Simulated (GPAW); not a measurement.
# Gap slopes of Diamond (Fd-3m, 2 atoms a cell) from G0W0 (biaxial strain), part 2 of 2

Does LDA give the same change of gap under biaxial strain as G0W0? The case is Diamond (Fd-3m, 2 atoms a cell).

GPAW 26.7.0; LDA and many-body steps on it, plane waves. Known limits of the many-body steps: extrapolated from modest cutoffs; coarse k mesh.

So far. Step 12 (G0W0, strain +2 %): The gap on the mesh goes from 3.54 eV to 4.97 eV, a correction of +1.42 eV.

**14. G0W0, strain -3 %**

This step: G0W0 on LDA, plane waves, PAW.

The cell differs from the one that the last finished run ended in (a 2.547 → 2.485 Å, b 2.547 → 2.485 Å, c 2.573 → 2.446 Å, α 59.7 → 60.5°, β 59.7 → 60.5°, γ 60.7 → 59.0°).

Input file run.py:

```python
import json
import numpy as np
from gpaw.mpi import world
from gpaw.response.g0w0 import G0W0

gw = G0W0('full.gpw',
    filename='gw',
    kpts=[0, 8],
    bands=(2, 6),
    ecut=np.float64(166.632),
    integrate_gamma='WS',
    ppa=True,
    ecut_extrapolation=True)
gw.calculate()
res = {mode: {k: v for k, v in r.items() if k != 'sigma_eskwn'}
       for mode, r in gw.all_results.items()}

if world.rank == 0:
    with open('result.json', 'w') as f:
        json.dump(res, f, default=lambda x: x.tolist())
```

Launch:

```console
$ mpirun -n 4 gpaw python run.py
```

The job ended after 30 s (4 MPI ranks of Arm Neoverse V2, shared host; peak memory 0.75 GiB; 2 min of CPU time).

Numbers from this step:

```yaml
quasiparticle_gap_on_the_points_computed: 5.329 eV
least_direct_quasiparticle_gap_on_the_computed_points: 7.296 eV
starting_gap_on_the_mesh: 3.880 eV
k_of_the_valence_top: 0, 0, 0
k_of_the_conduction_bottom: 0.3333, 0, 0.3333
gaps_at_the_cutoffs_of_the_extrapolation: 5.143, 5.161, 5.181 eV
```

The gap on the mesh goes from 3.88 eV to 5.33 eV, a correction of +1.45 eV.

Again on this cell's own states.

**15. One-shot HSE06, strain -3 %**

This step: one-shot HSE06 levels on LDA orbitals, plane waves, PAW.

Input file run.py:

```python
import json
import numpy as np
from gpaw.mpi import world
from gpaw.hybrids.eigenvalues import non_self_consistent_eigenvalues

dft, vxc, vxc_hyb = non_self_consistent_eigenvalues('full.gpw', 'HSE06', 2, 6, kpt_indices=[0, 8])
res = {'dft': dft[0], 'hybrid': (dft - vxc + vxc_hyb)[0]}
if world.rank == 0:
    with open('hybrid.txt', 'w') as f:
        for k, e0, e1 in zip([0, 8], res['dft'], res['hybrid']):
            print(k, ' '.join(f'{x:9.4f}' for x in e0), '|', ' '.join(f'{x:9.4f}' for x in e1), file=f)

if world.rank == 0:
    with open('result.json', 'w') as f:
        json.dump(res, f, default=lambda x: x.tolist())
```

Launch:

```console
$ mpirun -n 4 gpaw python run.py
```

Run time: 2.7 s. Hardware: 4 MPI ranks; peak memory 0.56 GiB; 10 s of CPU time.

This step gave:

* starting gap on the mesh: 3.880 eV
* hybrid gap on the mesh: 5.086 eV
* least direct hybrid gap on the computed points: 6.849 eV

**16. G0W0, strain +3 %**

This step: G0W0 on LDA, plane waves, PAW.

The cell differs from the one that the last finished run ended in (a 2.485 → 2.560 Å, b 2.485 → 2.560 Å, c 2.446 → 2.598 Å, α 60.5 → 59.5°, β 60.5 → 59.5°, γ 59.0 → 61.0°).

Input file run.py:

```python
import json
import numpy as np
from gpaw.mpi import world
from gpaw.response.g0w0 import G0W0

gw = G0W0('full.gpw',
    filename='gw',
    kpts=[0, 13],
    bands=(2, 6),
    ecut=np.float64(153.817),
    integrate_gamma='WS',
    ppa=True,
    ecut_extrapolation=True)
gw.calculate()
res = {mode: {k: v for k, v in r.items() if k != 'sigma_eskwn'}
       for mode, r in gw.all_results.items()}

if world.rank == 0:
    with open('result.json', 'w') as f:
        json.dump(res, f, default=lambda x: x.tolist())
```

Launch:

```console
$ mpirun -n 4 gpaw python run.py
```

Elapsed: 30 s, on 4 MPI ranks; peak memory 0.83 GiB; 2 min of CPU time.

This step gave:

- quasiparticle gap on the points computed: 4.682 eV
- least direct quasiparticle gap on the computed points: 6.668 eV
- starting gap on the mesh: 3.273 eV
- k of the valence top: 0, 0, 0
- k of the conduction bottom: 0.3333, 0.3333, 0
- gaps at the cutoffs of the extrapolation: 4.486, 4.503, 4.525 eV

The gap on the mesh goes from 3.27 eV to 4.68 eV, a correction of +1.41 eV.

Again on this cell's own states.

**17. One-shot HSE06, strain +3 %**

This step: one-shot HSE06 levels on LDA orbitals, plane waves, PAW.

Input file run.py:

```python
import json
import numpy as np
from gpaw.mpi import world
from gpaw.hybrids.eigenvalues import non_self_consistent_eigenvalues

dft, vxc, vxc_hyb = non_self_consistent_eigenvalues('full.gpw', 'HSE06', 2, 6, kpt_indices=[0, 13])
res = {'dft': dft[0], 'hybrid': (dft - vxc + vxc_hyb)[0]}
if world.rank == 0:
    with open('hybrid.txt', 'w') as f:
        for k, e0, e1 in zip([0, 13], res['dft'], res['hybrid']):
            print(k, ' '.join(f'{x:9.4f}' for x in e0), '|', ' '.join(f'{x:9.4f}' for x in e1), file=f)

if world.rank == 0:
    with open('result.json', 'w') as f:
        json.dump(res, f, default=lambda x: x.tolist())
```

Launch:

```console
$ mpirun -n 4 gpaw python run.py
```

Elapsed: 2.7 s, on 4 MPI ranks; peak memory 0.57 GiB.

This step gave:

* starting gap on the mesh: 3.273 eV
* hybrid gap on the mesh: 4.441 eV
* least direct hybrid gap on the computed points: 6.252 eV

**18. The series**

One mesh (6×6×6), Godby-Needs plasmon pole, bands tied to the cutoff, extrapolated in the cutoff; biaxial strain per length. Ions: fractional positions held. Fractional positions are the same in all cells. The third axis is held.

```
strain (%)  LDA gap (eV)  HSE06 gap (eV)  G0W0 gap (eV)  least direct G0W0 gap (eV)                  G0W0 edges
        -3         3.880           5.086          5.329                       7.296  Γ to (0.333, 0.000, 0.333)
        -2         3.965           5.175          5.409                       7.322  Γ to (0.333, 0.000, 0.333)
        -1         4.047           5.260          5.491                       7.352  Γ to (0.333, 0.000, 0.333)
        +0         4.126           5.342          5.555                       7.363  Γ to (0.333, 0.333, 0.000)
        +1         3.829           5.029          5.253                       7.124  Γ to (0.333, 0.333, 0.000)
        +2         3.545           4.729          4.968                       6.897  Γ to (0.333, 0.333, 0.000)
        +3         3.273           4.441          4.682                       6.668  Γ to (0.333, 0.333, 0.000)
```

**19. Outcome**

| Quantity | Value |
| --- | --- |
| slope under compression | +82 (LDA), +85 (HSE06) and +76 (G0W0) meV per % |
| slope under tension | −284 (LDA), −300 (HSE06) and −290 (G0W0) meV per % |
| GW settings, unstrained cell | 6×6×6 mesh, screening to 160 eV |
| known limits | extrapolated from modest cutoffs; coarse k mesh |

On the side of compression the slopes of gap against strain are +82 (LDA), +85 (HSE06) and +76 (G0W0) meV per %. On the side of tension the slopes of gap against strain are −284 (LDA), −300 (HSE06) and −290 (G0W0) meV per %. In LDA, HSE06 and G0W0 the slope has one sign under compression and the other under tension, so no single slope holds; the G0W0 gap is widest at +0 %. The G0W0 edges are not at the same points in all cells. Biaxial strain splits valleys and valence bands that are degenerate without it, which makes a kink at zero. Gaps are read on the mesh, so a valley between its points is missed. These stock PAW sets were not made for GW. In the G0W0, extrapolated in the cutoff run levels were corrected at 2 k points alone, so a gap called «on the mesh» is the least over those, and an edge elsewhere would be missed. The program warns of a poor linear fit in the extrapolation of some level, so the extrapolated values are rough. The 6×6×6 mesh is coarse for this cell, which bears on the long-range parts of exchange and screening.

[Paths, hosts, dates, memory and timing lines, banners, echoed tables and standing remarks are left out of the program output.]

[Logs are printed without paths, hosts, clocks, repeated set-up lines and the standing remarks that a program may print on its own settings, such as how far it seeks lower states.]

[Runs of the session that timed out or met a known fault of the program may be left out.]

[Hosts, paths, dates, database ids (printed as entryN), source tags and the programs' standing remarks are cut or masked in the printed files.]
